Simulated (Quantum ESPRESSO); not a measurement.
# Ru(0001), 4 layers: solver and mixing choices, part 2 of 4

Which eigensolver and mixing suits Ru(0001), 4 layers? The physics should not care; the clock does.

Quantum ESPRESSO 7.5; plane-wave DFT, PBE, GBRV ultrasoft pseudopotentials.

So far. Step 2 (SCF with pw.x: david, local-TF mixing, beta 0.4 …): Inside the slab this potential holds the local part of the pseudopotentials, which can be repulsive at the nuclei; only its value in the vacuum has a meaning of its own.

### 3. SCF with pw.x: david, plain mixing, beta 0.4, history 8

Input file c1.in:

```
&control
  prefix = 'c1'
  outdir = './out'
  pseudo_dir = './pseudo'
  calculation = 'scf'
  tprnfor = .true.
/
&system
  ibrav = 0
  nat = 4
  ntyp = 1
  ecutwfc = 40
  ecutrho = 200
  occupations = 'smearing'
  smearing = 'mv'
  degauss = 0.02
  assume_isolated = 'esm'
  esm_bc = 'bc1'
/
&electrons
  conv_thr = 1e-07
  mixing_beta = 0.4
  electron_maxstep = 80
  mixing_mode = 'plain'
  diagonalization = 'david'
  mixing_ndim = 8
/
ATOMIC_SPECIES
  Ru  101.0700  ru_pbe_v1.2.uspp.F.UPF
CELL_PARAMETERS angstrom
  2.70000000000000 0.00000000000000 0.00000000000000
  1.35000000000000 2.33826859021798 0.00000000000000
  0.00000000000000 0.00000000000000 22.41520000000000
ATOMIC_POSITIONS crystal
  Ru  0.666666666700 0.666666666700 -0.143099325458
  Ru  0.000000000000 0.000000000000 -0.047699775153
  Ru  0.666666666700 0.666666666700 0.047699775153
  Ru  0.000000000000 0.000000000000 0.143099325458
K_POINTS automatic
  12 12 1 0 0 0
```

Started as:

```console
> OMP_NUM_THREADS=1 mpirun -n 4 pw.x -nk 4 -in c1.in > c1.out
```

Output:

```text
[banner, memory and clock lines left out]
Program PWSCF v.7.5 starts
[...]
Message from routine setup:
[...]
number of electrons       =        64.00
     number of Kohn-Sham states=           38
     kinetic-energy cutoff     =      40.0000  Ry
     charge density cutoff     =     200.0000  Ry
[...]
number of k points=    19  Marzari-Vanderbilt smearing, width (Ry)=  0.0200
[...]
Dense  grid:    45719 G-vectors     FFT dimensions: (  24,  24, 192)
[...]
negative rho (up, down):  3.230E-01 0.000E+00
     Starting wfcs are   52 randomized atomic wfcs
[...]
negative rho (up, down):  3.151E-01 0.000E+00
[...]
estimated scf accuracy    <       4.58703669 Ry
[...]
negative rho (up, down):  3.148E-01 0.000E+00
[...]
estimated scf accuracy    <      26.64686007 Ry
[...]
negative rho (up, down):  3.151E-01 0.000E+00
[...]
estimated scf accuracy    <      14.08880356 Ry
[...]
negative rho (up, down):  3.186E-01 0.000E+00
[...]
estimated scf accuracy    <       0.30830024 Ry
[...]
negative rho (up, down):  3.163E-01 0.000E+00
[...]
estimated scf accuracy    <       0.97146169 Ry
[...]
negative rho (up, down):  3.160E-01 0.000E+00
[...]
estimated scf accuracy    <       0.14592858 Ry
[...]
negative rho (up, down):  3.152E-01 0.000E+00
[...]
estimated scf accuracy    <       0.12799522 Ry
[...]
negative rho (up, down):  3.147E-01 0.000E+00
[...]
estimated scf accuracy    <       0.06135378 Ry
[...]
negative rho (up, down):  3.141E-01 0.000E+00
[...]
estimated scf accuracy    <       0.00302810 Ry
[...]
negative rho (up, down):  3.142E-01 0.000E+00
[...]
estimated scf accuracy    <       0.00792498 Ry
[...]
negative rho (up, down):  3.140E-01 0.000E+00
[...]
estimated scf accuracy    <       0.00336015 Ry
[...]
negative rho (up, down):  3.143E-01 0.000E+00
[...]
estimated scf accuracy    <       0.00480693 Ry
[...]
negative rho (up, down):  3.146E-01 0.000E+00
[...]
estimated scf accuracy    <       0.00019975 Ry
[...]
negative rho (up, down):  3.147E-01 0.000E+00
[...]
estimated scf accuracy    <       0.00517392 Ry
[...]
negative rho (up, down):  3.147E-01 0.000E+00
[...]
estimated scf accuracy    <       0.00614085 Ry
[...]
negative rho (up, down):  3.147E-01 0.000E+00
[...]
estimated scf accuracy    <       0.00328230 Ry
[...]
negative rho (up, down):  3.141E-01 0.000E+00
[...]
estimated scf accuracy    <       0.00417116 Ry
[...]
negative rho (up, down):  3.145E-01 0.000E+00
[...]
estimated scf accuracy    <       0.00236305 Ry
[...]
negative rho (up, down):  3.143E-01 0.000E+00
[...]
estimated scf accuracy    <       0.00059500 Ry
[...]
negative rho (up, down):  3.143E-01 0.000E+00
[...]
estimated scf accuracy    <       0.00018777 Ry
[...]
negative rho (up, down):  3.142E-01 0.000E+00
[...]
estimated scf accuracy    <       0.00012081 Ry
[...]
negative rho (up, down):  3.142E-01 0.000E+00
[...]
estimated scf accuracy    <       0.00001876 Ry
[...]
negative rho (up, down):  3.142E-01 0.000E+00
[...]
estimated scf accuracy    <       0.00003693 Ry
[...]
negative rho (up, down):  3.142E-01 0.000E+00
[...]
estimated scf accuracy    <       0.00002084 Ry
[...]
negative rho (up, down):  3.142E-01 0.000E+00
[...]
estimated scf accuracy    <       0.00001646 Ry
[...]
negative rho (up, down):  3.142E-01 0.000E+00
[...]
estimated scf accuracy    <       0.00001096 Ry
[...]
negative rho (up, down):  3.142E-01 0.000E+00
[...]
estimated scf accuracy    <       0.00000653 Ry
[...]
negative rho (up, down):  3.142E-01 0.000E+00
[...]
estimated scf accuracy    <       0.00000178 Ry
[...]
negative rho (up, down):  3.143E-01 0.000E+00
[...]
estimated scf accuracy    <       0.00000145 Ry
[...]
negative rho (up, down):  3.143E-01 0.000E+00
[...]
estimated scf accuracy    <       0.00000076 Ry
[...]
negative rho (up, down):  3.142E-01 0.000E+00
[...]
estimated scf accuracy    <       0.00000013 Ry
[...]
negative rho (up, down):  3.142E-01 0.000E+00
[...]
estimated scf accuracy    <       0.00000015 Ry
[...]
negative rho (up, down):  3.142E-01 0.000E+00
[...]
the Fermi energy is    -5.1160 ev
!    total energy              =    -776.87918028 Ry
     estimated scf accuracy    <       0.00000004 Ry
     smearing contrib. (-TS)   =       0.00100421 Ry
     internal energy E=F+TS    =    -776.88018449 Ry
[...]
one-electron contribution =   11922.23369027 Ry
     hartree contribution      =   -5981.02906425 Ry
     xc contribution           =    -103.54757538 Ry
     ewald contribution        =   -6614.53723512 Ry
     convergence has been achieved in  33 iterations
     negative rho (up, down):  3.142E-01 0.000E+00
[...]
Total force =     0.040218     Total SCF correction =     0.002241
[...]
```

The job ended after 70 s (4 MPI ranks of Arm Neoverse V1, shared host; peak memory 0.44 GiB; 4.6 min of CPU time).

Read from the output:

| Property | Result |
| --- | --- |
| Fermi energy | -5.116 eV |
| vacuum line at the lower end of the cell, over the Fermi level | 5.116 eV |
| vacuum line at the upper end of the cell, over the Fermi level | 5.116 eV |

The program's own clock; routines nest. Time by routine:

```tsv
routine	wall time (s)	calls
PWSCF	69.22	1
electrons	67.9	1
c_bands	57.97	33
cegterg	53.73	165
h_psi	38.6	1270
fftw	35.71	46856
vloc_psi	33.54	1270
sum_band	7.46	33
calbec	3.3	1455
h_psi:calbec	2.49	1270
add_vuspsi	2.48	1270
s_psi	2.44	1270
cdiaghg	1.75	1265
v_of_rho	1.29	34
```

Counted from each run's own zero (the Fermi level), the vacuum level differs from the first run's by +1 meV.

### 4. Self-consistent run: david, plain mixing, beta 0.7, history 8

c2.in, as its differences from the input of step 3:

```diff
@@ -1,3 +1,3 @@
 &control
-  prefix = 'c1'
+  prefix = 'c2'
   outdir = './out'
@@ -21,3 +21,3 @@
   conv_thr = 1e-07
-  mixing_beta = 0.4
+  mixing_beta = 0.7
   electron_maxstep = 80
```

Started as:

```console
> OMP_NUM_THREADS=1 mpirun -n 4 pw.x -nk 4 -in c2.in > c2.out
```

Output:

```text
[banner, memory and clock lines left out]
Program PWSCF v.7.5 starts
[...]
Message from routine setup:
[...]
number of electrons       =        64.00
     number of Kohn-Sham states=           38
     kinetic-energy cutoff     =      40.0000  Ry
     charge density cutoff     =     200.0000  Ry
[...]
number of k points=    19  Marzari-Vanderbilt smearing, width (Ry)=  0.0200
[...]
Dense  grid:    45719 G-vectors     FFT dimensions: (  24,  24, 192)
[...]
negative rho (up, down):  3.230E-01 0.000E+00
     Starting wfcs are   52 randomized atomic wfcs
[...]
negative rho (up, down):  3.094E-01 0.000E+00
[...]
estimated scf accuracy    <       4.58703669 Ry
[...]
negative rho (up, down):  3.107E-01 0.000E+00
[...]
estimated scf accuracy    <      59.55032974 Ry
[...]
negative rho (up, down):  3.155E-01 0.000E+00
[...]
estimated scf accuracy    <      37.85964394 Ry
[...]
negative rho (up, down):  3.127E-01 0.000E+00
[...]
estimated scf accuracy    <       0.23164614 Ry
[...]
negative rho (up, down):  3.155E-01 0.000E+00
[...]
estimated scf accuracy    <       2.12782305 Ry
[...]
negative rho (up, down):  3.153E-01 0.000E+00
[...]
estimated scf accuracy    <       0.06362878 Ry
[...]
negative rho (up, down):  3.155E-01 0.000E+00
[...]
estimated scf accuracy    <       0.09101971 Ry
[...]
negative rho (up, down):  3.158E-01 0.000E+00
[...]
estimated scf accuracy    <       0.07048642 Ry
[...]
negative rho (up, down):  3.157E-01 0.000E+00
[...]
estimated scf accuracy    <       0.44397911 Ry
[...]
negative rho (up, down):  3.153E-01 0.000E+00
[...]
estimated scf accuracy    <       0.32574764 Ry
[...]
negative rho (up, down):  3.148E-01 0.000E+00
[...]
estimated scf accuracy    <       0.07890950 Ry
[...]
negative rho (up, down):  3.148E-01 0.000E+00
[...]
estimated scf accuracy    <       0.00651394 Ry
[...]
negative rho (up, down):  3.146E-01 0.000E+00
[...]
estimated scf accuracy    <       0.00497194 Ry
[...]
negative rho (up, down):  3.144E-01 0.000E+00
[...]
estimated scf accuracy    <       0.00692423 Ry
[...]
negative rho (up, down):  3.144E-01 0.000E+00
[...]
estimated scf accuracy    <       0.00650508 Ry
[...]
negative rho (up, down):  3.144E-01 0.000E+00
[...]
estimated scf accuracy    <       0.00172297 Ry
[...]
negative rho (up, down):  3.143E-01 0.000E+00
[...]
estimated scf accuracy    <       0.00059772 Ry
[...]
negative rho (up, down):  3.143E-01 0.000E+00
[...]
estimated scf accuracy    <       0.00033849 Ry
[...]
negative rho (up, down):  3.143E-01 0.000E+00
[...]
estimated scf accuracy    <       0.00012177 Ry
[...]
negative rho (up, down):  3.143E-01 0.000E+00
[...]
estimated scf accuracy    <       0.00021054 Ry
[...]
negative rho (up, down):  3.142E-01 0.000E+00
[...]
estimated scf accuracy    <       0.00003614 Ry
[...]
negative rho (up, down):  3.142E-01 0.000E+00
[...]
estimated scf accuracy    <       0.00001169 Ry
[...]
negative rho (up, down):  3.142E-01 0.000E+00
[...]
estimated scf accuracy    <       0.00000370 Ry
[...]
negative rho (up, down):  3.142E-01 0.000E+00
[...]
estimated scf accuracy    <       0.00000380 Ry
[...]
negative rho (up, down):  3.143E-01 0.000E+00
[...]
estimated scf accuracy    <       0.00000578 Ry
[...]
negative rho (up, down):  3.142E-01 0.000E+00
[...]
estimated scf accuracy    <       0.00001311 Ry
[...]
negative rho (up, down):  3.142E-01 0.000E+00
[...]
estimated scf accuracy    <       0.00001927 Ry
[...]
negative rho (up, down):  3.142E-01 0.000E+00
[...]
estimated scf accuracy    <       0.00000687 Ry
[...]
negative rho (up, down):  3.142E-01 0.000E+00
[...]
estimated scf accuracy    <       0.00000430 Ry
[...]
negative rho (up, down):  3.142E-01 0.000E+00
[...]
estimated scf accuracy    <       0.00000179 Ry
[...]
negative rho (up, down):  3.142E-01 0.000E+00
[...]
estimated scf accuracy    <       0.00001309 Ry
[...]
negative rho (up, down):  3.142E-01 0.000E+00
[...]
estimated scf accuracy    <       0.00000861 Ry
[...]
negative rho (up, down):  3.142E-01 0.000E+00
[...]
estimated scf accuracy    <       0.00000230 Ry
[...]
negative rho (up, down):  3.142E-01 0.000E+00
[...]
estimated scf accuracy    <       0.00000237 Ry
[...]
negative rho (up, down):  3.142E-01 0.000E+00
[...]
estimated scf accuracy    <       0.00000150 Ry
[...]
negative rho (up, down):  3.142E-01 0.000E+00
[...]
estimated scf accuracy    <       0.00000454 Ry
[...]
negative rho (up, down):  3.142E-01 0.000E+00
[...]
estimated scf accuracy    <       0.00000525 Ry
[...]
negative rho (up, down):  3.142E-01 0.000E+00
[...]
estimated scf accuracy    <       0.00000298 Ry
[...]
negative rho (up, down):  3.142E-01 0.000E+00
[...]
estimated scf accuracy    <       0.00000074 Ry
[...]
negative rho (up, down):  3.142E-01 0.000E+00
[...]
estimated scf accuracy    <       0.00000071 Ry
[...]
negative rho (up, down):  3.142E-01 0.000E+00
[...]
the Fermi energy is    -5.1136 ev
!    total energy              =    -776.87918026 Ry
     estimated scf accuracy    <       0.00000008 Ry
     smearing contrib. (-TS)   =       0.00100558 Ry
     internal energy E=F+TS    =    -776.88018584 Ry
[...]
one-electron contribution =   11922.27519034 Ry
     hartree contribution      =   -5981.07093850 Ry
     xc contribution           =    -103.54720255 Ry
     ewald contribution        =   -6614.53723512 Ry
     convergence has been achieved in  41 iterations
     negative rho (up, down):  3.142E-01 0.000E+00
[...]
Total force =     0.040035     Total SCF correction =     0.003070
[...]
```

Wall time 80 s (4 MPI ranks); peak memory 0.44 GiB; 5.3 min of CPU time.

Numbers from this step:

* Fermi energy: -5.114 eV
* vacuum line at the lower end of the cell, over the Fermi level: 5.114 eV
* vacuum line at the upper end of the cell, over the Fermi level: 5.114 eV

The program's own clock; routines nest. Time by routine:

```tsv
routine	wall time (s)	calls
PWSCF	79.09	1
electrons	77.76	1
c_bands	65.51	41
cegterg	61.19	207
h_psi	43.79	1631
fftw	40.66	54314
vloc_psi	37.92	1631
sum_band	9.21	41
calbec	3.86	1856
h_psi:calbec	2.89	1631
add_vuspsi	2.87	1631
s_psi	2.82	1631
cdiaghg	2.23	1626
v_of_rho	1.57	42
```

Counted from each run's own zero (the Fermi level), the vacuum level differs from the first run's by -1 meV.

### 5. Ground state: david, TF mixing, beta 0.4, history 8

c3.in, as its differences from the input of step 4:

```diff
@@ -1,3 +1,3 @@
 &control
-  prefix = 'c2'
+  prefix = 'c3'
   outdir = './out'
@@ -21,5 +21,5 @@
   conv_thr = 1e-07
-  mixing_beta = 0.7
+  mixing_beta = 0.4
   electron_maxstep = 80
-  mixing_mode = 'plain'
+  mixing_mode = 'TF'
   diagonalization = 'david'
```

Started as:

```console
> OMP_NUM_THREADS=1 mpirun -n 4 pw.x -nk 4 -in c3.in > c3.out
```

Output:

```text
[banner, memory and clock lines left out]
Program PWSCF v.7.5 starts
[...]
Message from routine setup:
[...]
number of electrons       =        64.00
     number of Kohn-Sham states=           38
     kinetic-energy cutoff     =      40.0000  Ry
     charge density cutoff     =     200.0000  Ry
[...]
number of k points=    19  Marzari-Vanderbilt smearing, width (Ry)=  0.0200
[...]
Dense  grid:    45719 G-vectors     FFT dimensions: (  24,  24, 192)
[...]
negative rho (up, down):  3.230E-01 0.000E+00
     Starting wfcs are   52 randomized atomic wfcs
[...]
negative rho (up, down):  3.149E-01 0.000E+00
[...]
estimated scf accuracy    <       4.58703669 Ry
[...]
negative rho (up, down):  3.597E-01 0.000E+00
[...]
estimated scf accuracy    <       2.24701040 Ry
[...]
negative rho (up, down):  3.539E-01 0.000E+00
[...]
estimated scf accuracy    <       0.71869150 Ry
[...]
negative rho (up, down):  3.653E-01 0.000E+00
[...]
estimated scf accuracy    <       0.25651611 Ry
[...]
negative rho (up, down):  3.666E-01 0.000E+00
[...]
estimated scf accuracy    <       0.80791905 Ry
[...]
negative rho (up, down):  3.696E-01 0.000E+00
[...]
estimated scf accuracy    <       0.76095763 Ry
[...]
negative rho (up, down):  3.624E-01 0.000E+00
[...]
estimated scf accuracy    <       0.34171704 Ry
[...]
negative rho (up, down):  3.616E-01 0.000E+00
[...]
estimated scf accuracy    <       0.40123658 Ry
[...]
negative rho (up, down):  3.649E-01 0.000E+00
[...]
estimated scf accuracy    <       0.07883545 Ry
[...]
negative rho (up, down):  3.493E-01 0.000E+00
[...]
estimated scf accuracy    <       0.03762981 Ry
[...]
negative rho (up, down):  3.520E-01 0.000E+00
[...]
estimated scf accuracy    <       0.03350644 Ry
[...]
negative rho (up, down):  3.609E-01 0.000E+00
[...]
estimated scf accuracy    <       0.09061959 Ry
[...]
negative rho (up, down):  3.632E-01 0.000E+00
[...]
estimated scf accuracy    <       0.05411538 Ry
[...]
negative rho (up, down):  3.621E-01 0.000E+00
[...]
estimated scf accuracy    <       0.02689253 Ry
[...]
negative rho (up, down):  3.393E-01 0.000E+00
[...]
estimated scf accuracy    <       0.00382827 Ry
[...]
negative rho (up, down):  3.324E-01 0.000E+00
[...]
estimated scf accuracy    <       0.04816176 Ry
[...]
negative rho (up, down):  3.326E-01 0.000E+00
[...]
estimated scf accuracy    <       0.03287442 Ry
[...]
negative rho (up, down):  3.448E-01 0.000E+00
[...]
estimated scf accuracy    <       0.02368676 Ry
[...]
negative rho (up, down):  3.394E-01 0.000E+00
[...]
estimated scf accuracy    <       0.00369059 Ry
[...]
negative rho (up, down):  3.380E-01 0.000E+00
[...]
estimated scf accuracy    <       0.00754022 Ry
[...]
negative rho (up, down):  3.372E-01 0.000E+00
[...]
estimated scf accuracy    <       0.00148857 Ry
[...]
negative rho (up, down):  3.349E-01 0.000E+00
[...]
estimated scf accuracy    <       0.00113226 Ry
[...]
negative rho (up, down):  3.276E-01 0.000E+00
[...]
estimated scf accuracy    <       0.00071998 Ry
[...]
negative rho (up, down):  3.249E-01 0.000E+00
[...]
estimated scf accuracy    <       0.00123180 Ry
[...]
negative rho (up, down):  3.231E-01 0.000E+00
[...]
estimated scf accuracy    <       0.00028721 Ry
[...]
negative rho (up, down):  3.198E-01 0.000E+00
[...]
estimated scf accuracy    <       0.00026932 Ry
[...]
negative rho (up, down):  3.202E-01 0.000E+00
[...]
estimated scf accuracy    <       0.00046999 Ry
[...]
negative rho (up, down):  3.192E-01 0.000E+00
[...]
estimated scf accuracy    <       0.00006209 Ry
[...]
negative rho (up, down):  3.164E-01 0.000E+00
[...]
estimated scf accuracy    <       0.00014026 Ry
[...]
negative rho (up, down):  3.160E-01 0.000E+00
[...]
estimated scf accuracy    <       0.00015395 Ry
[...]
negative rho (up, down):  3.154E-01 0.000E+00
[...]
estimated scf accuracy    <       0.00001376 Ry
[...]
negative rho (up, down):  3.154E-01 0.000E+00
[...]
estimated scf accuracy    <       0.00000390 Ry
[...]
negative rho (up, down):  3.148E-01 0.000E+00
[...]
estimated scf accuracy    <       0.00000428 Ry
[...]
negative rho (up, down):  3.147E-01 0.000E+00
[...]
estimated scf accuracy    <       0.00001482 Ry
[...]
negative rho (up, down):  3.147E-01 0.000E+00
[...]
estimated scf accuracy    <       0.00000080 Ry
[...]
negative rho (up, down):  3.145E-01 0.000E+00
[...]
estimated scf accuracy    <       0.00000081 Ry
[...]
negative rho (up, down):  3.144E-01 0.000E+00
[...]
estimated scf accuracy    <       0.00000039 Ry
[...]
negative rho (up, down):  3.144E-01 0.000E+00
[...]
estimated scf accuracy    <       0.00000590 Ry
[...]
negative rho (up, down):  3.144E-01 0.000E+00
[...]
estimated scf accuracy    <       0.00000040 Ry
[...]
negative rho (up, down):  3.144E-01 0.000E+00
[...]
estimated scf accuracy    <       0.00000024 Ry
[...]
negative rho (up, down):  3.144E-01 0.000E+00
[...]
estimated scf accuracy    <       0.00000028 Ry
[...]
negative rho (up, down):  3.142E-01 0.000E+00
[...]
the Fermi energy is    -5.1079 ev
!    total energy              =    -776.87918027 Ry
     estimated scf accuracy    <       0.00000007 Ry
     smearing contrib. (-TS)   =       0.00100479 Ry
     internal energy E=F+TS    =    -776.88018506 Ry
[...]
one-electron contribution =   11922.27047747 Ry
     hartree contribution      =   -5981.06648112 Ry
     xc contribution           =    -103.54694629 Ry
     ewald contribution        =   -6614.53723512 Ry
     convergence has been achieved in  42 iterations
     negative rho (up, down):  3.142E-01 0.000E+00
[...]
Total force =     0.039879     Total SCF correction =     0.002150
[...]
```

The job ended after 88 s (4 MPI ranks; peak memory 0.44 GiB; 5.8 min of CPU time).

Read from the output:

* Fermi energy: -5.108 eV
* vacuum line at the lower end of the cell, over the Fermi level: 5.108 eV
* vacuum line at the upper end of the cell, over the Fermi level: 5.108 eV

The program's own clock; routines nest. Time by routine:

```tsv
routine	wall time (s)	calls
PWSCF	87.15	1
electrons	85.82	1
c_bands	72.97	42
cegterg	67.07	210
h_psi	47.86	1814
fftw	44.15	58290
vloc_psi	41.47	1814
sum_band	9.59	42
calbec	4.14	2044
h_psi:calbec	3.14	1814
add_vuspsi	3.13	1814
s_psi	3.07	1814
cdiaghg	2.53	1809
v_of_rho	1.74	43
```

Counted from each run's own zero (the Fermi level), the vacuum level differs from the first run's by -7 meV.

(Continued in part 3 of 4.)

[Logs are printed without paths, hosts, clocks, repeated set-up lines and the standing remarks that a program may print on its own settings, such as how far it seeks lower states.]

[Hosts, paths, dates, database ids (printed as entryN), source tags and the programs' standing remarks are cut or masked in the printed files.]

[Maps of the electrostatic potential energy from Ansatz leave out the sawtooth potential of an applied field or a dipole correction, so their vacuum need not be flat; planar profiles and work functions include it.]
